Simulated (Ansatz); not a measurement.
# How fast states decay through SrLiCO3F

A new crystal, SrLiCO3F: structure, gap and complex bands. It is built by putting Li for K in the KSrCO3F structure of space group P-6m2, with the volume rescaled by atomic radii. The parent structure comes from the Materials Project.

Method: PBEsol DFT, plane waves, PAW files, in the first sound run; inputs show where later runs differ, in Ansatz 0.2.0.

The structure was built from a prototype and need not be the compound's stable phase.

### 1. Starting point

Symmetry: P-6m2, No. 187, hexagonal system. The conventional cell has a = 4.924 Å, b = 4.924 Å, c = 4.416 Å, α = 90.00°, β = 90.00°, γ = 120.00°. Li has 6 O at 2.75 Å nearest. Nearest to Sr lie 2 F at 2.21 Å and 6 O at 2.47 Å. Nearest to C lie 3 O at 1.21 Å. Nearest to O lie 1 C at 1.21 Å and 2 Sr at 2.47 Å. F has 2 Sr at 2.21 Å nearest. It derives from KSrCO3F. Li for K in the KSrCO3F structure of space group P-6m2. Farther neighbours and most contacts between anions are not listed.

### 2. Cell and atoms at rest

The substituted atoms don't fit the parent's cell, so cell and atoms relax together. A small smearing keeps the run stable in case the gap closes on the way.

The input, input.yaml:

```yaml
crystal:
  lattice:
    - [4.923911038, 0.0, 0.0]
    - [-2.461955519, 4.2642320449, 0.0]
    - [0.0, 0.0, 4.416282777]
  atoms:
    - { symbol: Li, position: [0.6666666667, 0.3333333333, 0.0] }
    - { symbol: Sr, position: [0.3333333333, 0.6666666667, 0.5] }
    - { symbol: C, position: [0.0, 0.0, 0.5] }
    - { symbol: O, position: [0.8583906667, 0.7167813333, 0.5] }
    - { symbol: O, position: [0.8583906667, 0.1416093333, 0.5] }
    - { symbol: O, position: [0.2832186667, 0.1416093333, 0.5] }
    - { symbol: F, position: [0.3333333333, 0.6666666667, 0.0] }
kpoints:
  mp_grid: { grid: [6, 6, 6] }
scf:
  occupations: { method: gaussian, width: 0.03 }
hamiltonian:
  xc: pbesol
output:
  forces: true
  stress: true
relax:
  f_tol: 0.02
  max_steps: 60
  cell: {}
```

Command:

```bash
> ansatz run input.yaml --threads 2 --pin off --max-ram 4096MiB --backend cpu --events-out ev --progress --plain --runs-dir out
```

Numbers of over 12 decimals in the logs are rounded to 6 here.

What it wrote:

```text
Engine: ansatz 0.2.0, aarch64-unknown-linux-gnu
Pseudopotentials: kind: paw
Pseudopotential: Li, paw, valence charge 3, recommended cutoff 420 eV (normal), Li.paw.azcp
Pseudopotential: Sr, paw, valence charge 10, recommended cutoff 420 eV (normal), Sr.paw.azcp
Pseudopotential: C, paw, valence charge 4, recommended cutoff 420 eV (normal), C.paw.azcp
Pseudopotential: O, paw, valence charge 6, recommended cutoff 420 eV (normal), O.paw.azcp
Pseudopotential: F, paw, valence charge 7, recommended cutoff 420 eV (normal), F.paw.azcp
Functional definition: PBEsol
  exchange = pbesol_x
  correlation = pbesol_c
Crystal: 7 atoms, lattice volume = 92.727 Å³
Basis set: ecut = 420 eV, 1785 PW (Γ), exchange–correlation on 72×72×60 points (8 copies of the dense FFT grid, shifted against one another)
Bands: 28, of which v1, the nominal top of the filled ones, is band 21 counted from 1 (20 counted from 0)
Symmetry: 12 space group operations
Space group: P-6m2 (ITA 187), of the structure as read, at distance tolerance 4.5e-5 Å
k-points: 28 of 216 (time reversal used)
Non-local potential: Li, projectors of the file, l = 0: 3, l = 1: 2, l = 2: 1
Non-local potential: Sr, projectors of the file, l = 0: 3, l = 1: 2, l = 2: 2
Non-local potential: C, projectors of the file, l = 0: 2, l = 1: 2, l = 2: 1
Non-local potential: O, projectors of the file, l = 0: 2, l = 1: 2, l = 2: 1
Non-local potential: F, projectors of the file, l = 0: 2, l = 1: 2, l = 2: 1
PAW form: soft (Blöchl's): semilocal exchange-correlation on the pseudo side does not see the compensation charge
PAW frozen core: Sr, regenerated for the run's functional, and the local potential with it (the file was generated under x = pbe(κ = 0.804, μ = 0.219515), c = pbe(β = 0.066725))
PAW frozen core: C, regenerated for the run's functional, and the local potential with it (the file was generated under x = pbe(κ = 0.804, μ = 0.219515), c = pbe(β = 0.066725))
PAW frozen core: O, regenerated for the run's functional, and the local potential with it (the file was generated under x = pbe(κ = 0.804, μ = 0.219515), c = pbe(β = 0.066725))
PAW frozen core: F, regenerated for the run's functional, and the local potential with it (the file was generated under x = pbe(κ = 0.804, μ = 0.219515), c = pbe(β = 0.066725))
PAW one-centre angular grid: Li, 110 points (default); XC on 64 Gauss nodes
PAW one-centre angular grid: Sr, 110 points (default); XC on 64 Gauss nodes
PAW one-centre angular grid: C, 110 points (default); XC on 64 Gauss nodes
PAW one-centre angular grid: O, 110 points (default); XC on 64 Gauss nodes
PAW one-centre angular grid: F, 110 points (default); XC on 64 Gauss nodes
Initial density: superposition of atomic densities (neutral atoms: chi_scale 0, normalization atom), corrected by the library's trained network
Initial wavefunctions: pseudopotential atomic-orbital guess
Functional: x = pbesol(κ = 0.804, μ = 0.123457), c = pbesol(β = 0.046)
SCF iter   1: F=—  HF=-6429.402815 eV  |F-HF|=—  |Δ(HF+E_count)|=         —  Δρ=1.08e-2  dr2=8.09e-2  ethr=1.77e-3  ⟨swp⟩=8.1  Hψ=4588  notcnv=0  defer=3
preconditioner: auto → Resta (q_TF=auto, 2.391 Å⁻¹)  ε∞=3.1  [insulator: Δε(μ)=3.320 eV  Ē_g=16.297 eV  σ=0.030 eV  W_gap=1.00  n_scr=20 (ndim 8)  ℏωp=23.8 eV  f_vac=0.175  D(μ)=0.00/eV (n_scr^D=0)  ε∞_Penn≈3.1]
SCF iter   2: F=—  HF=-6429.381765 eV  |F-HF|=—  |Δ(HF+E_count)|=   2.10e-2  Δρ=2.76e-3  dr2=5.00e-3  ethr=1.93e-4  ⟨swp⟩=2.1  Hψ=1661  notcnv=0  defer=51
SCF iter   3: F=—  HF=-6429.381497 eV  |F-HF|=—  |Δ(HF+E_count)|=   2.68e-4  Δρ=9.90e-4  dr2=1.26e-3  ethr=1.19e-5  ⟨swp⟩=2.0  Hψ=1349  notcnv=0  defer=51
SCF iter   4: F=—  HF=-6429.381899 eV  |F-HF|=—  |Δ(HF+E_count)|=   4.02e-4  Δρ=6.29e-4  dr2=3.94e-4  ethr=3.00e-6  ⟨swp⟩=2.0  Hψ=1053  notcnv=0  defer=51
SCF iter   5: F=—  HF=-6429.382053 eV  |F-HF|=—  |Δ(HF+E_count)|=   1.54e-4  Δρ=2.04e-4  dr2=6.13e-5  ethr=9.38e-7  ⟨swp⟩=2.0  Hψ=1121  notcnv=0  defer=51
SCF iter   6: F=—  HF=-6429.381824 eV  |F-HF|=—  |Δ(HF+E_count)|=   2.30e-4  Δρ=5.19e-5  dr2=4.29e-6  ethr=1.46e-7  ⟨swp⟩=2.1  Hψ=1250  notcnv=0  defer=51
SCF iter   7: F=—  HF=-6429.381832 eV  |F-HF|=—  |Δ(HF+E_count)|=   7.84e-6  Δρ=1.11e-5  dr2=1.49e-7  ethr=1.02e-8  ⟨swp⟩=2.0  Hψ=1057  notcnv=0  defer=51
SCF iter   8: F=-6429.381832 eV  HF=-6429.381832 eV  |F-HF|=1.21e-8  |Δ(HF+E_count)|=   2.77e-7  Δρ=2.84e-6  dr2=6.19e-9  ethr=2.38e-10  ⟨swp⟩=5.0  Hψ=3062  notcnv=0
SCF 1 converged in 8 iterations: F = -6429.381832 eV  dr2 = 6.19e-9
  greatest PAW one-centre occupation: 0.999 electrons in one spin orbital (limit 2), on the Li atom at site 0 (counted from 0), in its partial waves of l = 0
relax step   1: F+E_penalty+E_count = -6429.38183200 eV  Δ(F+E_penalty+E_count) = +0.000e0 eV  max|allowed force component| = 7.175e0 eV/Å  Δτ_max = 0.0000 Å  P = +21.413 GPa  Ω = 92.727 Å³  (8 SCF iters, dr2 threshold 1.00e-7 eV, accepted)
Crystal: 7 atoms, lattice volume = 104.993 Å³
Basis set: ecut = 420 eV, 2073 PW (Γ), exchange–correlation on 72×72×60 points (8 copies of the dense FFT grid, shifted against one another)
Initial density: handed on by an earlier stage of this run
Initial wavefunctions: those handed on with the density
iter 1 solved again at ethr=1.03e-3 eV; its pass at ethr=3.10e-3 eV (dr2=4.31e-1 eV) is discarded
SCF iter   1: F=—  HF=-6430.440650 eV  |F-HF|=—  |Δ(HF+E_count)|=         —  Δρ=2.09e-2  dr2=4.29e-1  ethr=1.03e-3  ⟨swp⟩=1.6  Hψ=4453  notcnv=0
preconditioner: auto → Resta (q_TF=auto, 2.342 Å⁻¹)  ε∞=3.1  [insulator: Δε(μ)=2.935 eV  Ē_g=15.529 eV  σ=0.030 eV  W_gap=1.00  n_scr=20 (ndim 8)  ℏωp=22.3 eV  f_vac=0.228  D(μ)=0.00/eV (n_scr^D=0)  ε∞_Penn≈3.1  vacuum switching on, ρ_ref=1.7e-2 e/Å³]
SCF iter   2: F=—  HF=-6430.319951 eV  |F-HF|=—  |Δ(HF+E_count)|=   1.21e-1  Δρ=8.45e-3  dr2=7.31e-2  ethr=1.02e-3  ⟨swp⟩=2.2  Hψ=1324  notcnv=0
SCF iter   3: F=—  HF=-6430.298517 eV  |F-HF|=—  |Δ(HF+E_count)|=   2.14e-2  Δρ=3.26e-3  dr2=1.90e-2  ethr=1.74e-4  ⟨swp⟩=2.8  Hψ=1708  notcnv=0  defer=49
SCF iter   4: F=—  HF=-6430.293241 eV  |F-HF|=—  |Δ(HF+E_count)|=   5.28e-3  Δρ=1.16e-3  dr2=1.81e-3  ethr=4.52e-5  ⟨swp⟩=3.0  Hψ=1369  notcnv=0  defer=49
SCF iter   5: F=—  HF=-6430.293249 eV  |F-HF|=—  |Δ(HF+E_count)|=   8.51e-6  Δρ=6.95e-4  dr2=2.87e-4  ethr=4.31e-6  ⟨swp⟩=2.0  Hψ=1253  notcnv=0  defer=49
SCF iter   6: F=—  HF=-6430.293087 eV  |F-HF|=—  |Δ(HF+E_count)|=   1.62e-4  Δρ=2.40e-4  dr2=5.14e-5  ethr=6.83e-7  ⟨swp⟩=2.0  Hψ=1147  notcnv=0  defer=49
SCF iter   7: F=—  HF=-6430.293093 eV  |F-HF|=—  |Δ(HF+E_count)|=   6.03e-6  Δρ=4.38e-5  dr2=2.17e-6  ethr=1.22e-7  ⟨swp⟩=2.5  Hψ=1270  notcnv=0  defer=49
[...]
SCF iter   3: F=—  HF=-6430.385944 eV  |F-HF|=—  |Δ(HF+E_count)|=   7.89e-4  Δρ=1.05e-3  dr2=5.71e-4  ethr=9.88e-6  ⟨swp⟩=2.0  Hψ=1385  notcnv=0
SCF iter   4: F=—  HF=-6430.385677 eV  |F-HF|=—  |Δ(HF+E_count)|=   2.67e-4  Δρ=3.92e-4  dr2=1.17e-4  ethr=1.36e-6  ⟨swp⟩=2.0  Hψ=1272  notcnv=0
SCF iter   5: F=—  HF=-6430.385683 eV  |F-HF|=—  |Δ(HF+E_count)|=   5.38e-6  Δρ=7.57e-5  dr2=1.10e-5  ethr=2.80e-7  ⟨swp⟩=3.0  Hψ=1398  notcnv=0
SCF iter   6: F=—  HF=-6430.385690 eV  |F-HF|=—  |Δ(HF+E_count)|=   6.85e-6  Δρ=9.60e-5  dr2=6.33e-6  ethr=2.62e-8  ⟨swp⟩=2.0  Hψ=1260  notcnv=0
SCF iter   7: F=-6430.385689 eV  HF=-6430.385689 eV  |F-HF|=3.83e-7  |Δ(HF+E_count)|=   5.65e-7  Δρ=1.22e-5  dr2=1.72e-7  ethr=1.67e-9  ⟨swp⟩=4.0  Hψ=3425  notcnv=0
SCF 3 converged in 7 iterations: F = -6430.385689 eV  dr2 = 1.72e-7
relax step   3: F+E_penalty+E_count = -6430.38568943 eV  Δ(F+E_penalty+E_count) = -9.259e-2 eV  max|allowed force component| = 1.960e-1 eV/Å  Δτ_max = 0.0346 Å  P = +0.471 GPa  Ω = 102.419 Å³  energy of the carried Pulay correction = -3.541e-2 eV  (7 SCF iters, dr2 threshold 7.00e-7 eV, accepted)
[... from here on, the SCF cycles and remarks between the steps are left out ...]
relax step   4: F+E_penalty+E_count = -6430.38658713 eV  Δ(F+E_penalty+E_count) = -8.977e-4 eV  max|allowed force component| = 2.544e-2 eV/Å  Δτ_max = 0.0009 Å  P = +0.058 GPa  Ω = 102.556 Å³  energy of the carried Pulay correction = -3.589e-2 eV  (5 SCF iters, dr2 threshold 7.00e-7 eV, accepted)
relax step   5: F+E_penalty+E_count = -6430.38658830 eV  Δ(F+E_penalty+E_count) = -1.171e-6 eV  max|allowed force component| = 6.161e-4 eV/Å  Δτ_max = 0.0000 Å  P = -0.001 GPa  Ω = 102.569 Å³  energy of the carried Pulay correction = -3.593e-2 eV  (4 SCF iters, dr2 threshold 4.16e-8 eV, accepted)
relax step   6: F+E_penalty+E_count = -6430.44720947 eV  Δ(F+E_penalty+E_count) = -6.062e-2 eV  max|allowed force component| = 1.226e-2 eV/Å  Δτ_max = 0.0000 Å  P = +0.888 GPa  Ω = 102.569 Å³  stress off target by 9.30e-1 GPa  SCF on the basis re-selected at this cell (its energy is not comparable with the rows above)  (8 SCF iters)
relax step   7: F+E_penalty+E_count = -6430.44717940 eV  Δ(F+E_penalty+E_count) = +3.007e-5 eV  max|allowed force component| = 1.194e-2 eV/Å  Δτ_max = 0.0051 Å  P = +0.174 GPa  Ω = 103.919 Å³  energy of the carried Pulay correction = -4.678e-3 eV  (6 SCF iters, dr2 threshold 7.00e-7 eV, accepted)
relax step   8: F+E_penalty+E_count = -6430.44622283 eV  Δ(F+E_penalty+E_count) = +9.566e-4 eV  max|allowed force component| = 3.397e-3 eV/Å  Δτ_max = 0.0014 Å  P = +0.023 GPa  Ω = 104.248 Å³  energy of the carried Pulay correction = -5.872e-3 eV  (6 SCF iters, dr2 threshold 7.99e-8 eV, accepted)
relax step   9: F+E_penalty+E_count = -6430.45234159 eV  Δ(F+E_penalty+E_count) = -6.119e-3 eV  max|allowed force component| = 4.308e-3 eV/Å  Δτ_max = 0.0000 Å  P = +0.058 GPa  Ω = 104.248 Å³  stress off target by 6.82e-2 GPa  SCF on the basis re-selected at this cell (its energy is not comparable with the rows above)  (7 SCF iters)
relax step  10: F+E_penalty+E_count = -6430.45193919 eV  Δ(F+E_penalty+E_count) = +4.024e-4 eV  max|allowed force component| = 2.630e-4 eV/Å  Δτ_max = 0.0005 Å  P = +0.003 GPa  Ω = 104.378 Å³  energy of the carried Pulay correction = -4.307e-4 eV  (6 SCF iters, dr2 threshold 1.16e-8 eV, accepted)
iter 1 solved again at ethr=8.58e-7 eV; its pass at ethr=3.10e-3 eV (dr2=3.60e-4 eV) is discarded
SCF iter   1: F=—  HF=-6430.452352 eV  |F-HF|=—  |Δ(HF+E_count)|=         —  Δρ=2.80e-5  dr2=4.66e-8  ethr=8.58e-7  ⟨swp⟩=4.0  Hψ=6740  notcnv=0
eigensolver tolerance schedule: the retry pair's looser diagonalisation over-reported the residual by 7730.87 of it (diagonalisation noise at an unbounded share of the residual, at the tolerance the schedule requests for it); recorded, not acted on — ethr = c·dr2/N_el stays at c = 1.0e-1
preconditioner: auto → Resta (q_TF=auto, 2.344 Å⁻¹)  ε∞=3.1  [insulator: Δε(μ)=3.535 eV  Ē_g=15.633 eV  σ=0.030 eV  W_gap=1.00  n_scr=20 (ndim 8)  ℏωp=22.4 eV  f_vac=0.191  D(μ)=0.00/eV (n_scr^D=0)  ε∞_Penn≈3.1]
SCF iter   2: F=—  HF=-6430.452506 eV  |F-HF|=—  |Δ(HF+E_count)|=   1.54e-4  Δρ=1.43e-5  dr2=1.71e-8  ethr=1.11e-10  ⟨swp⟩=4.1  Hψ=2150  notcnv=0
SCF iter   3: F=—  HF=-6430.452511 eV  |F-HF|=—  |Δ(HF+E_count)|=   5.00e-6  Δρ=5.96e-6  dr2=3.08e-9  ethr=4.08e-11  ⟨swp⟩=2.0  Hψ=1232  notcnv=0
SCF iter   4: F=—  HF=-6430.452512 eV  |F-HF|=—  |Δ(HF+E_count)|=   1.00e-6  Δρ=1.16e-6  dr2=3.90e-10  ethr=7.33e-12  ⟨swp⟩=2.0  Hψ=1273  notcnv=0
SCF iter   5: F=-6430.452512 eV  HF=-6430.452512 eV  |F-HF|=1.35e-10  |Δ(HF+E_count)|=   2.40e-8  Δρ=2.43e-7  dr2=5.52e-11  ethr=1.00e-12  ⟨swp⟩=4.0  Hψ=3465  notcnv=0
SCF 11 converged in 5 iterations: F = -6430.452512 eV  dr2 = 5.52e-11
relax step  11: F+E_penalty+E_count = -6430.45251159 eV  Δ(F+E_penalty+E_count) = -5.724e-4 eV  max|allowed force component| = 1.580e-4 eV/Å  Δτ_max = 0.0000 Å  P = +0.004 GPa  Ω = 104.378 Å³  stress off target by 6.37e-3 GPa  SCF on the basis re-selected at this cell (its energy is not comparable with the rows above)  (5 SCF iters)
basis re-selected at this cell: Δ(F+E_penalty+E_count) = -5.724e-4 eV, ΔP = +0.002 GPa vs the last step (what re-selecting the basis moved, of the pressure what is left beyond the Pulay correction that the steps carried, after the strain that the cell walked since its last selection, with what the two solves' SCF thresholds leave and, on support functions, any second-order correction that the steps lacked; it is no m [...]
SCF converged after 5 iterations
Free energy (F): -6430.452512 eV
Harris-Foulkes:  -6430.452512 eV  (|F-HF|=1.35e-10)
Internal energy: -6430.452512 eV  (E = F + TS)
E sigma→0 (E₀):  -6430.452512 eV
Fermi energy:    4.722020 eV
--- Per-component energies (eV) ---
  E_band       = -351.423113
  E_kinetic    = 1091.398347
  E_local      = -3300.657099  (includes V_loc(G=0)·N_el)
  E_nonlocal   = 416.867479
  E_hartree    = 1145.802115
  E_xc         = -527.357722
  E_vxc        = -616.509961  (∫ρ·V_xc dr)
  E_paw        = -3410.923678  (= ΣΔE_a)
  E_vpaw       = -234.135860  (= ΣTr[D̂ρ^β])
  E_aug_tail   = 0.009435  (compensation charges beyond the density's cutoff)
  E_ewald      = -1845.895144
  E_core_change = 0.303754  (= ΣΔE_core)
  E_smearing   = -0.000000  (= −TS)
  E_closure    = 0.000000  (closes the sum)
  Σ components = -6430.452512   (vs F -6430.452512, Δ=0.00e0)
--- Forces (eV/Å), atoms counted from 1 ---
  atom   1  Li    -0.00000000    -0.00000000     0.00000000
  atom   2  Sr     0.00000000     0.00000000     0.00000000
  atom   3  C      0.00000000     0.00000000     0.00000000
  atom   4  O      0.00000000    -0.00015803     0.00000000
  atom   5  O     -0.00013686     0.00007902     0.00000000
  atom   6  O      0.00013686     0.00007902     0.00000000
  atom   7  F     -0.00000000     0.00000000     0.00000000
  max |Σ_I F_I| component: 1.01e-16 eV/Å
--- Stress (GPa, compression-positive) ---
        0.003396       0.000000       0.000000
       -0.000000       0.003396       0.000000
        0.000000       0.000000       0.006367
  P = ⅓ Tr σ = 0.0044 GPa (0.044 kbar)
--- Relaxed structure (8 steps of the walk, 8 accepted, 3 SCFs on fresh bases) ---
  F+E_penalty+E_count = -6430.45251159 eV   max|allowed force component| = 1.580e-4 eV/Å   (the final SCF, on the basis selected at the relaxed cell)
  cell:  # Å, volume = 104.3784 Å³
    - [5.148917, 0.0, 0.0]
    - [-2.574458, 4.459093, 0.0]
    - [0.0, 0.0, 4.546195]
  atoms:
    - { symbol: Li, position: [0.666667, 0.333333, 0.0] }
    - { symbol: Sr, position: [0.333333, 0.666667, 0.5] }
    - { symbol: C, position: [0, 1.0659023146218002e-17, 0.5] }
    - { symbol: O, position: [0.854739, 0.709478, 0.5] }
    - { symbol: O, position: [0.854739, 0.145261, 0.5] }
    - { symbol: O, position: [0.290522, 0.145261, 0.5] }
    - { symbol: F, position: [0.333333, 0.666667, 0.0] }
```

It took 34 s on 2 threads of Arm Neoverse V2, shared host; peak memory 0.39 GiB.

Relaxation path:

```tsv
step	energy less that of the first step (eV)	largest force component (eV/Å)	pressure (GPa)	volume (Å³)
1	0.0000	7.1748	21.41	92.73
2	-0.9113	1.8770	1.81	104.99
3	-1.0039	0.1960	0.47	102.42
4	-1.0048	0.0254	0.06	102.56
5	-1.0048	0.0006	0.00	102.57
6*	-1.0654	0.0123	0.89	102.57
7	-1.0653	0.0119	0.17	103.92
8	-1.0644	0.0034	0.02	104.25
9*	-1.0705	0.0043	0.06	104.25
10	-1.0701	0.0003	0.00	104.38
11*	-1.0707	0.0002	0.00	104.38
```

Relaxation steps marked * repeat the geometry before them on a plane-wave basis chosen anew for their cell, so energy and pressure can jump there.

The run keeps the 12 symmetry operations that it works with, so distortions that break them were not tested.

```tsv
conventional cell, symmetrised	before	after	change
a (Å)	4.924	5.149	+4.6 %
b (Å)	4.924	5.149	+4.6 %
c (Å)	4.416	4.546	+2.9 %
volume (Å³/atom)	13.25	14.91	+12.6 %
```

The atoms that moved most (Å, as changes of fractional coordinates times the final cell):

```tsv
atom	dx	dy	dz	length
O6	0.028	0.016	0.000	0.033
O5	-0.028	0.016	0.000	0.033
O4	0.000	-0.033	0.000	0.033
```

Numbers from this step:

| Item | Value |
| --- | --- |
| free energy | -6430.4525 eV |
| Fermi energy | 4.722 eV |
| pressure | 0.004386 GPa |

The largest force component on a free atom ends at 1.6e-4 eV/Å.

(Continued in part 2 of 3.)

[Logs are printed without paths, hosts, clocks, repeated set-up lines and the standing remarks that a program may print on its own settings, such as how far it seeks lower states.]

[Hosts, paths, dates, database ids (printed as entryN), source tags and the programs' standing remarks are cut or masked in the printed files.]
